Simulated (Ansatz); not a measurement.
## KTaO3 (Pm-3m): refractive index against wavelength

The refractive index of KTaO3 (Pm-3m) below the direct gap (2.83 eV on the mesh) is read from one computed spectrum, n = √(Re ε).

Symmetry: Pm-3m, No. 221, cubic system. Conventional cell: a = 3.988 Å, b = 3.988 Å, c = 3.988 Å, α = 90.00°, β = 90.00°, γ = 90.00°. Around Ta on site a lie 6 O at 1.99 Å. K on site b has 12 O at 2.82 Å as nearest neighbours. O on site d has 2 Ta at 1.99 Å as nearest neighbours.

Method: Ansatz 0.2.0, PBE, independent particles, k-mesh 6×6×6 with interpolation inside its cells, Gaussian parameter 0.1 eV.

Launch of the response step: `ansatz run input.yaml --threads 4 --pin off --max-ram 8192MiB --backend cpu --events-out ev --progress --plain --runs-dir out`. The run took 6 s, on 4 threads of Intel(R) Xeon(R) Platinum 8488C (Sapphire Rapids), on a shared host.

| wavelength (nm) | photon energy E (eV) | n |
| --- | --- | --- |
| 2000 | 0.620 | 2.3488 |
| 1550 | 0.800 | 2.3570 |
| 1310 | 0.946 | 2.3655 |
| 1064 | 1.165 | 2.3814 |
| 850 | 1.459 | 2.4100 |
| 700 | 1.771 | 2.4522 |
| 633 | 1.959 | ? |

In the single-oscillator model n² − 1 = E₀E_d/(E₀² − E²), so 1/(n² − 1) = E₀/E_d − E²/(E₀E_d) is linear in E².

Working, on the rows shown:

| x = E² (eV²) | y = 1/(n² − 1) |
| --- | --- |
| 0.384302 | 0.221393 |
| 0.639837 | 0.219517 |
| 0.895757 | 0.2176 |
| 1.35784 | 0.214084 |
| 2.12762 | 0.207982 |
| 3.13716 | 0.19947 |

Means: x̄ = 1.4238, ȳ = 0.21334. Σ(x − x̄)(y − ȳ) = -0.04305, Σ(x − x̄)² = 5.409. Slope = -0.04305 / 5.409 = -0.007958; intercept = ȳ − slope · x̄ = 0.22467. Turned back into n, the line misses the rows shown by at most 0.0012.

Task: What does the fit predict for the withheld row, and how well does it do?

Result: At x = 3.8364 the line gives y = 0.19414, that is 2.4801. The run gave 2.4853, so the extrapolation is off by 0.0052, 4 % of the range in the table.

Refitted with all rows, the slope is -0.008151 and the intercept 0.22487. These give E₀ = √(intercept/−slope) = 5.25 eV and E_d = E₀/intercept = 23.4 eV; E₀ is 1.9 times the direct gap. The electronic limit at long wavelengths, without lattice vibrations, is n = √(1 + 1/intercept) = 2.334. Excitons are left out and so are local fields; PBE gaps are as a rule too small. Spin-orbit coupling is left out.
